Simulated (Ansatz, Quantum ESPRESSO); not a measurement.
**Lattice dynamics of KTaO3 (Pm-3m) in two programs**

How does KTaO3 (Pm-3m) vibrate, and is this structure a minimum?

Main program and level: Quantum ESPRESSO 7.5; DFT LDA, scalar-relativistic, plane waves, PseudoDojo norm-conserving pseudopotentials.

This is a report of a sequence of runs, with most program output left out.

### Step 1. The starting structure

It takes space group Pm-3m (No. 221, cubic). The conventional cell has a = 3.988 Å, b = 3.988 Å, c = 3.988 Å, α = 90.00°, β = 90.00°, γ = 90.00°. Nearest to K lie 12 O at 2.82 Å. Nearest to Ta lie 6 O at 1.99 Å. Nearest to O lie 2 Ta at 1.99 Å and 4 K at 2.82 Å. Farther neighbours and most contacts between anions are not listed.

### Step 2. A probe with smearing

Before anything dear is run, a loose run with smearing shows whether this is a metal and how far the cell is from rest.

Input file probe.in:

```
&CONTROL
  calculation = 'scf'
  prefix      = 'x'
  outdir      = './tmp'
  pseudo_dir  = './pseudo'
  tprnfor     = .true.
  tstress     = .true.
  verbosity   = 'high'
/
&SYSTEM
  ibrav       = 1
  celldm(1)   = 7.5367947
  nat         = 5
  ntyp        = 3
  ecutwfc     = 84.0
  occupations = 'smearing'
  smearing    = 'gaussian'
  degauss     = 0.01
/
&ELECTRONS
  conv_thr         = 1.0d-07
  mixing_beta      = 0.7
  electron_maxstep = 100
/
ATOMIC_SPECIES
 K      39.0983  K.upf
 Ta    180.9479  Ta.upf
 O      15.9990  O.upf
ATOMIC_POSITIONS crystal
 K      0.500000000   0.500000000   0.500000000
 Ta     0.000000000   0.000000000   0.000000000
 O      0.500000000   0.000000000   0.000000000
 O      0.000000000   0.500000000   0.000000000
 O      0.000000000   0.000000000   0.500000000
K_POINTS automatic
 4 4 4 0 0 0
```

On the command line:

```sh
OMP_NUM_THREADS=1 mpirun -n 8 pw.x -nk 8 -in probe.in > probe.out
```

The job ended after 9.7 s (8 MPI ranks of Arm Neoverse N1, shared host).

Numbers from this step:

- volume per atom: 12.69 Å³
- pressure: -7.628 GPa
- gap on the k-mesh: 2.070 eV

A gap of 2.1 eV opens on this mesh, so the crystal is taken as an insulator; the start stands at -7.6 GPa.

### Step 3. Relaxation

The relaxation runs at a cutoff a fifth above that of the response, since stress converges more slowly with the basis than frequencies do. Forces and stress are brought to rest with tight thresholds.

Input file relax.in:

```
&CONTROL
  calculation   = 'vc-relax'
  prefix        = 'x'
  outdir        = './tmp'
  pseudo_dir    = './pseudo'
  tprnfor       = .true.
  tstress       = .true.
  forc_conv_thr = 2.0d-05
  etot_conv_thr = 1.0d-07
  nstep         = 40
/
&SYSTEM
  ibrav       = 1
  celldm(1)   = 7.5367947
  nat         = 5
  ntyp        = 3
  ecutwfc     = 101
  occupations = 'fixed'
  nbnd        = 22
/
&ELECTRONS
  conv_thr         = 1.0d-11
  mixing_beta      = 0.7
  electron_maxstep = 100
/
&IONS
/
&CELL
  press_conv_thr = 0.2
/
ATOMIC_SPECIES
 K      39.0983  K.upf
 Ta    180.9479  Ta.upf
 O      15.9990  O.upf
ATOMIC_POSITIONS crystal
 K      0.500000000   0.500000000   0.500000000
 Ta     0.000000000   0.000000000   0.000000000
 O      0.500000000   0.000000000   0.000000000
 O      0.000000000   0.500000000   0.000000000
 O      0.000000000   0.000000000   0.500000000
K_POINTS automatic
 6 6 6 0 0 0
```

On the command line:

```sh
OMP_NUM_THREADS=1 mpirun -n 8 pw.x -nk 8 -in relax.in > relax.out
```

Run time: 89 s. Hardware: 8 MPI ranks.

Step by step:

```csv
step,energy less that of the first step (eV),largest force (eV/Å),pressure (GPa),volume (Å³)
1,0.0000,0.0000,-7.63,63.44
2,-0.0577,0.0000,0.34,61.00
3,-0.0578,0.0000,-0.02,61.10
4,-0.0578,0.0000,0.00,61.10
5,-0.0577,0.0000,0.00,61.10
```

```csv
"conventional cell, symmetrised",before,after,change
a (Å),3.988,3.939,-1.2 %
b (Å),3.988,3.939,-1.2 %
c (Å),3.988,3.939,-1.2 %
volume (Å³/atom),12.69,12.22,-3.7 %
```

Final coordinates:

```cif
data_structure
_symmetry_space_group_name_H-M 'P 1'
_symmetry_Int_Tables_number 1
_cell_length_a 3.9386
_cell_length_b 3.9386
_cell_length_c 3.9386
_cell_angle_alpha 90.000
_cell_angle_beta 90.000
_cell_angle_gamma 90.000
_cell_volume 61.10
loop_
_atom_site_label
_atom_site_type_symbol
_atom_site_fract_x
_atom_site_fract_y
_atom_site_fract_z
_atom_site_occupancy
K1 K 0.50000 0.50000 0.50000 1
Ta2 Ta 0.00000 0.00000 0.00000 1
O3 O 0.50000 0.00000 0.00000 1
O4 O 0.00000 0.50000 0.00000 1
O5 O 0.00000 0.00000 0.50000 1
```

The last row of the table of steps is pw.x's closing run on a basis chosen anew for the final cell, so its energy can jump.

Read from the output:

```
volume per atom   : 12.22 Å³
pressure          : -0.001 GPa
gap on the k-mesh : 2.166 eV
```

The volume changes by -3.7 % from the cell with which this run began.

### Step 4. Ground state

The response is built on this ground state, so it is converged far tighter than an energy would need. With a gap, occupations are fixed, which also allows the response to an electric field.

Input file scf.in:

```
&CONTROL
  calculation = 'scf'
  prefix      = 'x'
  outdir      = './tmp'
  pseudo_dir  = './pseudo'
  tprnfor     = .true.
  tstress     = .true.
/
&SYSTEM
  ibrav       = 1
  celldm(1)   = 7.44281437
  nat         = 5
  ntyp        = 3
  ecutwfc     = 84.0
  occupations = 'fixed'
  nbnd        = 22
/
&ELECTRONS
  conv_thr         = 1.0d-12
  mixing_beta      = 0.7
  electron_maxstep = 100
/
ATOMIC_SPECIES
 K      39.0983  K.upf
 Ta    180.9479  Ta.upf
 O      15.9990  O.upf
ATOMIC_POSITIONS crystal
 K      0.500000000   0.500000000   0.500000000
 Ta     0.000000000   0.000000000   0.000000000
 O      0.500000000   0.000000000   0.000000000
 O      0.000000000   0.500000000   0.000000000
 O      0.000000000   0.000000000   0.500000000
K_POINTS automatic
 6 6 6 0 0 0
```

On the command line:

```sh
OMP_NUM_THREADS=1 mpirun -n 8 pw.x -nk 8 -in scf.in > scf.out
```

The job ended after 24 s (8 MPI ranks).

This step gave:

| Item | Value |
| --- | --- |
| pressure | -0.02900 GPa |

The cell stands at -0.029 GPa, close enough for phonons.

### Step 5. Linear response on the mesh

Linear response treats each wavevector in the unit cell, with no supercell; the 2×2×2 mesh fixes the range of the force constants to be had.

Input file ph.in:

```
phonons
&INPUTPH
  prefix = 'x'
  outdir = './tmp'
  fildyn = 'x.dyn'
  tr2_ph = 1.0d-18
  epsil  = .true.
  ldisp  = .true.
  nq1    = 2
  nq2    = 2
  nq3    = 2
/
```

On the command line:

```sh
OMP_NUM_THREADS=1 mpirun -n 8 ph.x -nk 8 -in ph.in > ph.out
```

The job ended after 52 min (8 MPI ranks).

Read from the output:

```yaml
miss_of_the_charge_sum_rule: 0.02847 e
largest_acoustic_frequency_at_the_zone_centre_before_the_sum_rule: -1.04 cm⁻¹
highest_optical_zone_centre_mode_no_lo_to_term: 555.5 cm⁻¹
lowest_optical_zone_centre_mode: 91.5 cm⁻¹
mean_high_frequency_dielectric_constant: 5.438
largest_born_charge_in_size_third_of_the_trace: 8.72 e
lowest_mode_on_the_q_mesh_acoustic_ones_at_the_zone_centre_apart: 64.56 cm⁻¹
```

Frequencies (cm⁻¹) at each irreducible wavevector; negative means imaginary. Frequencies by wavevector:

```csv
q (fractions),star,mode 1,mode 2,mode 3,mode 4,mode 13,mode 14,mode 15
0 0 0,1,-1.04,-1.04,-1.04,91.5,555.5,555.5,555.5
0 0 -0.5,3,64.56,64.56,165.9,165.9,531.1,531.1,870.4
0 -0.5 -0.5,3,64.98,147.7,155.2,155.2,498.9,614,917.9
-0.5 -0.5 -0.5,1,137.6,137.6,137.6,181,579.7,579.7,950.7
```

Born charge (rows field, columns displacement), before the sum rule (e), principal values of the symmetric part by kind of site:

```csv
atom,atoms with these values,low,middle,high,mean
K1,1,1.15,1.15,1.15,1.15
Ta2,1,8.72,8.72,8.72,8.72
O3,3,-6.50,-1.70,-1.70,-3.30
```

In full for O3:

```
-6.50  0.00  0.00
 0.00 -1.70  0.00
 0.00  0.00 -1.70
```

High-frequency dielectric tensor:

```
5.44 0.00 0.00
0.00 5.44 0.00
0.00 0.00 5.44
```

The acoustic modes at Γ come out as far as 1.0 cm⁻¹ from zero, where they should vanish, a small numerical error; the Born charges miss their sum rule by 0.028 e, which is fair.

### Step 6. Force constants in real space

The dynamical matrices of the mesh are Fourier-transformed to force constants in real space, after the long-range dipole part is taken out.

Input file q2r.in:

```
&INPUT
  fildyn = 'x.dyn'
  zasr   = 'simple'
  flfrc  = 'x.fc'
/
```

On the command line:

```sh
q2r.x < q2r.in > q2r.out
```

Wall time 0.49 s (1 thread).

### Step 7. Interpolated phonon bands

From the force constants any wavevector is cheap; points of the mesh come back as solved, but for the sum rule and, in polar crystals, the LO-TO term at Γ; the rest is interpolation.

Input file matdyn.in:

```
&INPUT
  asr              = 'simple'
  flfrc            = 'x.fc'
  flfrq            = 'x.freq'
  flvec            = 'x.modes'
  q_in_band_form   = .true.
  q_in_cryst_coord = .true.
/
8
  0.0000000   0.0000000   0.0000000  12  ! GAMMA
  0.0000000   0.5000000   0.0000000  12  ! X
  0.5000000   0.5000000   0.0000000  12  ! M
  0.0000000   0.0000000   0.0000000  12  ! GAMMA
  0.5000000   0.5000000   0.5000000  12  ! R
  0.0000000   0.5000000   0.0000000   1  ! X
  0.5000000   0.5000000   0.5000000  12  ! R
  0.5000000   0.5000000   0.0000000   1  ! M
```

On the command line:

```sh
matdyn.x -in matdyn.in > matdyn.out
```

Elapsed: 0.58 s, on 1 thread.

This step gave:

```yaml
lowest_frequency_on_the_path: 0 cm⁻¹
```

Matdyn.x, sum rule simple. The phonon branches at the labelled points (cm⁻¹):

```csv
point,branch 1,branch 2,branch 3,branch 4,branch 12,branch 13,branch 14,branch 15
Γ,0,0,0,92,400,556,556,819
halfway,50,50,146,146,409,545,545,844
X,65,65,166,166,419,531,531,870
halfway,65,144,157,166,437,518,584,887
M,65,148,155,155,445,499,614,918
halfway,58,126,166,166,425,534,578,855
Γ,0,0,0,92,400,556,556,819
halfway,145,145,152,203,427,568,568,870
R,138,138,138,181,428,580,580,951
halfway,148,158,174,181,435,556,580,902
X,65,65,166,166,419,531,531,870
jump to R,138,138,138,181,428,580,580,951
halfway,143,168,168,174,436,550,597,930
M,65,148,155,155,445,499,614,918
```

All branches are real along the path.

### Step 8. Density of states

Sums over the zone need many more wavevectors than were solved, so the interpolation is sampled on a dense mesh.

Input file matdyn.in:

```
&INPUT
  asr    = 'simple'
  flfrc  = 'x.fc'
  dos    = .true.
  fldos  = 'x.dos'
  nk1    = 11
  nk2    = 11
  nk3    = 11
  deltaE = 1.0
/
```

On the command line:

```sh
matdyn.x -in matdyn.in > matdyn.out
```

The job ended after 30 s (1 thread).

Read from the output:

| Property | Result |
| --- | --- |
| share of modes beyond 3i cm⁻¹ on the dense interpolated mesh | 0 |
| zero-point energy per atom | 59.38 meV |
| heat capacity at 300 K | 20.13 J/(mol atoms K) |
| vibrational entropy at 300 K | 21.81 J/(mol atoms K) |

The phonon density of states has structure finer than the step of the table below, so its rows give means over 50 cm⁻¹, whole bins alone (the curve runs from 0 to 948 cm⁻¹). Peaks (cm⁻¹: height): total 168.0: 0.109, 198.0: 0.0714, 216.0: 0.0730, 432.0: 0.0561; K 168.0: 0.0875; O 198.0: 0.0407, 210.0: 0.0369, 432.0: 0.0518, 552.0: 0.0309; Ta 72.0: 0.0178, 156.0: 0.0227, 216.0: 0.0227, 264.0: 0.0135.

Tetrahedra. The phonon density of states by wavenumber; means over each step; values in 1/cm⁻¹/cell:

```csv
wavenumber (cm⁻¹),total,K,O,Ta
50,0.00668,4.1e-4,1.4e-4,0.00613
100,0.0150,0.00180,6.1e-4,0.0126
150,0.0578,0.0355,0.00876,0.0136
200,0.0597,0.0200,0.0286,0.0110
250,0.0355,0.00281,0.0217,0.0109
300,0.0211,3.5e-4,0.0182,0.00255
350,0.0163,8.7e-5,0.0152,0.00101
400,0.0140,6.3e-5,0.0131,8.8e-4
450,0.0147,6.0e-5,0.0136,9.9e-4
500,0.00288,0,0.00288,4.8e-6
550,0.0253,0,0.0252,2.4e-5
600,0.0118,0,0.0118,1.4e-5
650,0,0,0,0
700,0,0,0,0
750,0,0,0,0
800,6.3e-4,4.2e-6,5.9e-4,4.0e-5
850,0.00799,2.9e-5,0.00777,1.9e-4
900,0.0107,9.7e-6,0.0106,6.8e-5
```

Harmonic thermodynamic functions per atom, summed over the density of states scaled to three modes an atom; melting is ignored. Thermodynamic functions:

```csv
T (K),F_vib (meV/atom),S (J/mol-atom/K),C_V (J/mol-atom/K)
0,59.38,0,0
50,59.24,1.06,2.883
100,57.71,5.14,9.414
200,47.54,14.29,16.79
300,28.68,21.81,20.13
400,2.84,27.86,21.84
500,-28.7,32.85,22.81
600,-64.98,37.06,23.39
700,-105.3,40.7,23.77
800,-149.2,43.89,24.03
900,-196.2,46.73,24.21
1000,-245.9,49.29,24.35
```

At 300 K the heat capacity has reached 81 % of the Dulong-Petit value.

### Step 9. Zone-centre analysis

A rigid shift of the crystal must cost nothing, but grids and finite bases break this; the acoustic sum rule is imposed before the matrix is diagonalised again. With Born charges the intensities follow, and the static dielectric tensor.

Input file dynmat.in:

```
&INPUT
  fildyn = 'x.dyn1'
  asr    = 'simple'
  fileig = 'dynmat.eig'
  lperm  = .true.
/
```

On the command line:

```sh
dynmat.x -in dynmat.in > dynmat.out
```

Elapsed: 0.48 s, on 1 thread.

Read from the output:

| Quantity | Value |
| --- | --- |
| lowest optical zone-centre mode | 91.54 cm⁻¹ |
| mean static dielectric constant | 204.9 |

Unit eigenvectors of the mass-weighted matrix after the sum rule; no LO-TO term. Modes at Γ, with each element's share of the kinetic energy:

```csv
mode,frequency (cm⁻¹),symmetry,K %,Ta %,O %
1,0.0,acoustic,15,68,18
2,0.0,acoustic,15,68,18
3,0.0,acoustic,15,68,18
4,91.5,T1u,4,27,70
5,91.5,T1u,4,27,70
6,91.5,T1u,4,27,70
7,184.4,T1u,82,6,13
8,184.4,T1u,82,6,13
9,184.4,T1u,82,6,13
10,248.9,T2u,0,0,100
11,248.9,T2u,0,0,100
12,248.9,T2u,0,0,100
13,555.4,T1u,0,0,100
14,555.4,T1u,0,0,100
15,555.4,T1u,0,0,100
```

Displacements in mode 6 (91.5 cm⁻¹), the largest set to 1:
```
K1   0.01  0.03 -0.24
Ta2 -0.01 -0.04  0.30
O3   0.02  0.12 -1.00
O4   0.03  0.10 -1.00
O5   0.03  0.12 -0.81
```

Displacements in mode 15 (555.4 cm⁻¹), the largest set to 1:
```
K1   0.00  0.00 -0.01
Ta2  0.00  0.00 -0.01
O3   0.00  0.00 -0.42
O4   0.00  0.00 -0.42
O5   0.00  0.00  1.00
```

Degenerate modes summed, no LO-TO term. Lines of the infrared spectrum (strongest = 100):

```csv
position (cm⁻¹),lines merged,label,"IR intensity, relative"
92,3,T1u,100
184,3,T1u,12
249,3,T2u,0.0
555,3,T1u,62
```

Static dielectric tensor (ions relaxed, fixed cell):

```
204.9   0.0   0.0
  0.0 204.9   0.0
  0.0   0.0 204.9
```

The rule moves no optical mode by more than 0.1 cm⁻¹.

### Step 10. Sum rules set otherwise: a sum rule for molecules or wires on a crystal

This rule also removes rotations, which suits wires and not a crystal; it is tried to see the harm.

Input file dynmat.in:

```
&INPUT
  fildyn = 'x.dyn1'
  asr    = 'one-dim'
  fileig = 'dynmat.eig'
  lperm  = .true.
/
```

On the command line:

```sh
dynmat.x -in dynmat.in > dynmat.out
```

Elapsed: 0.48 s, on 1 thread.

The run ended normally, but on settings that are not sound.

The fault: a sum rule for molecules or wires on a crystal; 1 optical mode is projected out to zero frequency, as if it were a rotation.

For a crystal the rule has to be 'simple' or 'crystal'.

Zone-centre frequencies as printed; negative means imaginary. Modes:

```csv
mode,frequency (cm⁻¹)
1,0
2,0
3,0
4,0
5,91.52
6,91.52
7,101.7
8,184.4
9,184.4
10,230.7
11,248.9
12,248.9
13,513.4
14,555.5
15,555.5
```

### Step 11. The LO-TO splitting (1 0 0)

A longitudinal polar mode sets up a macroscopic field that stiffens it; the term hangs on the direction from which q goes to zero.

Input file dynmat.in:

```
&INPUT
  fildyn = 'x.dyn1'
  asr    = 'simple'
  fileig = 'dynmat.eig'
  q(1)   = 1.0
  q(2)   = 0.0
  q(3)   = 0.0
/
```

On the command line:

```sh
dynmat.x -in dynmat.in > dynmat.out
```

Wall time 0.48 s (1 thread).

Read from the output:

```yaml
highest_mode_moved_by_the_lo_to_term: 819.1 cm⁻¹
```

Zone-centre frequencies as printed; negative means imaginary. Modes:

```csv
mode,frequency (cm⁻¹)
1,0
2,0
3,0
4,91.54
5,91.54
6,175.8
7,184.4
8,184.4
9,248.9
10,248.9
11,248.9
12,399.5
13,555.5
14,555.5
15,819.1
```

The field moves 3 modes; the highest of them now lies at 819 cm⁻¹, where the highest that moved away lay at 556.

### Step 12. The dispersion under another sum rule (asr all)

The sum rule corrects the force constants themselves, so it can shift branches at any wavevector, low ones most.

Input file matdyn.in:

```
&INPUT
  asr              = 'all'
  flfrc            = 'x.fc'
  flfrq            = 'x.freq'
  flvec            = 'x.modes'
  q_in_band_form   = .true.
  q_in_cryst_coord = .true.
/
8
  0.0000000   0.0000000   0.0000000   8  ! GAMMA
  0.0000000   0.5000000   0.0000000   8  ! X
  0.5000000   0.5000000   0.0000000   8  ! M
  0.0000000   0.0000000   0.0000000   8  ! GAMMA
  0.5000000   0.5000000   0.5000000   8  ! R
  0.0000000   0.5000000   0.0000000   1  ! X
  0.5000000   0.5000000   0.5000000   8  ! R
  0.5000000   0.5000000   0.0000000   1  ! M
```

On the command line:

```sh
matdyn.x -in matdyn.in > matdyn.out
```

Wall time 0.61 s (1 thread).

At the labelled points the branches move by no more than 0.2 cm⁻¹. The log warns that this rule wants the long-range part of the force constants stored apart (write_lr, read_lr) in a polar crystal, which was not done.

### Step 13. The same in Ansatz

A second program on the same cell, potentials, cutoff and meshes tests the implementation of the phonon response, not its convergence. Its field response is summed in its own way. Its k mesh is centred on Γ.

This step: DFT LDA, scalar-relativistic, plane waves, PseudoDojo norm-conserving pseudopotentials (Ansatz 0.2.0).

Input file input.yaml:

```yaml
crystal:
  lattice:
    - [3.9385677481, 0.0, 0.0]
    - [0.0, 3.9385677481, 0.0]
    - [0.0, 0.0, 3.9385677481]
  atoms:
    - { symbol: K, position: [0.5, 0.5, 0.5] }
    - { symbol: Ta, position: [0.0, 0.0, 0.0] }
    - { symbol: O, position: [0.5, 0.0, 0.0] }
    - { symbol: O, position: [0.0, 0.5, 0.0] }
    - { symbol: O, position: [0.0, 0.0, 0.5] }
kpoints:
  mp_grid: { grid: [6, 6, 6] }
hamiltonian:
  xc: lda
  pseudopotentials: { kind: nc, accuracy: standard }
scf:
  occupations: { method: fixed }
output:
  eigenvalues: true
basis:
  ecutwfc: 1142.878
phonons:
  method: dfpt
  dielectric: true
  rigid_motions: translations
  qmesh: [2, 2, 2]
  temperatures: { t_max: 1000, t_step: 50 }
  qpath:
    path:
      - [[0.0, 0.0, 0.0], [0.0, 0.5, 0.0], [0.5, 0.5, 0.0], [0.0, 0.0, 0.0], [0.5, 0.5, 0.5], [0.0, 0.5, 0.0]]
      - [[0.5, 0.5, 0.5], [0.5, 0.5, 0.0]]
    npoints: 12
```

On the command line:

```sh
ansatz run input.yaml --threads 8 --pin off --max-ram 16384MiB --backend cpu --events-out ev --progress --plain --runs-dir out
```

Elapsed: 4 min, on 8 threads; peak memory 2.3 GiB.

This step gave:

```yaml
sum_rule_residual_before_enforcement: 9.65e-5 eV/Å²
miss_of_the_charge_sum_rule: 0.001874 e
estimated_error_of_the_dielectric_tensor: 0.01586
estimated_error_of_the_born_charges: 0.03983 e
mean_frequency: 318.9 cm⁻¹
debye_temperature_second_moment: 705 K
logarithmic_mean_frequency: 264.7 cm⁻¹
lowest_optical_zone_centre_mode: 91.58 cm⁻¹
mean_high_frequency_dielectric_constant: 5.371
largest_born_charge_in_size_third_of_the_trace: 8.660 e
mean_static_dielectric_constant: 201.7
highest_mode_moved_by_the_lo_to_term: 818.3 cm⁻¹
lowest_mode_on_the_q_mesh_acoustic_ones_at_the_zone_centre_apart: 64.55 cm⁻¹
zero_point_energy_per_atom: 59.31 meV
```

Transverse modes. Infrared lines, with heights relative to the strongest:

```csv
position (cm⁻¹),label,"IR intensity ((D/Å)²/amu), degenerate modes summed, relative"
92,T1u,100
184,T1u,12
249,T2u,0.0
556,T1u,62
```

The log warns that the force constants on this k mesh are to be taken as unconverged.

### Step 14. The two compared: QE PseudoDojo and Ansatz, PseudoDojo

Worked out from the results:

- root-mean-square difference: 0.08 cm⁻¹
- largest difference: 0.17 cm⁻¹
- root-mean-square difference on the path: 0.1 cm⁻¹
- largest difference on the path: 0.9 cm⁻¹

The 12 of 57 modes that differ most. Frequencies side by side:

```csv
q (reciprocal lattice),mode,QE PseudoDojo (cm⁻¹),"Ansatz, PseudoDojo (cm⁻¹)"
0 0 0,10,248.9,249
0 0 0,11,248.9,249
0 0 0,12,248.9,249
0 0 -0.5,5,185.2,185.4
0 0 -0.5,6,185.2,185.4
0 0 -0.5,9,276.1,276.2
0 -0.5 -0.5,2,147.7,147.8
0 -0.5 -0.5,8,329.8,329.9
0 -0.5 -0.5,9,329.8,329.9
-0.5 -0.5 -0.5,1,137.6,137.8
-0.5 -0.5 -0.5,2,137.6,137.8
-0.5 -0.5 -0.5,3,137.6,137.8
```

(Part 1 of 2 ends here.)

[Host names and launcher messages were left out of these logs when they were recorded.]

[Logs are printed without paths, hosts, clocks, repeated set-up lines and the standing remarks that a program may print on its own settings, such as how far it seeks lower states.]

[Hosts, paths, dates, database ids (printed as entryN), source tags and the programs' standing remarks are cut or masked in the printed files.]
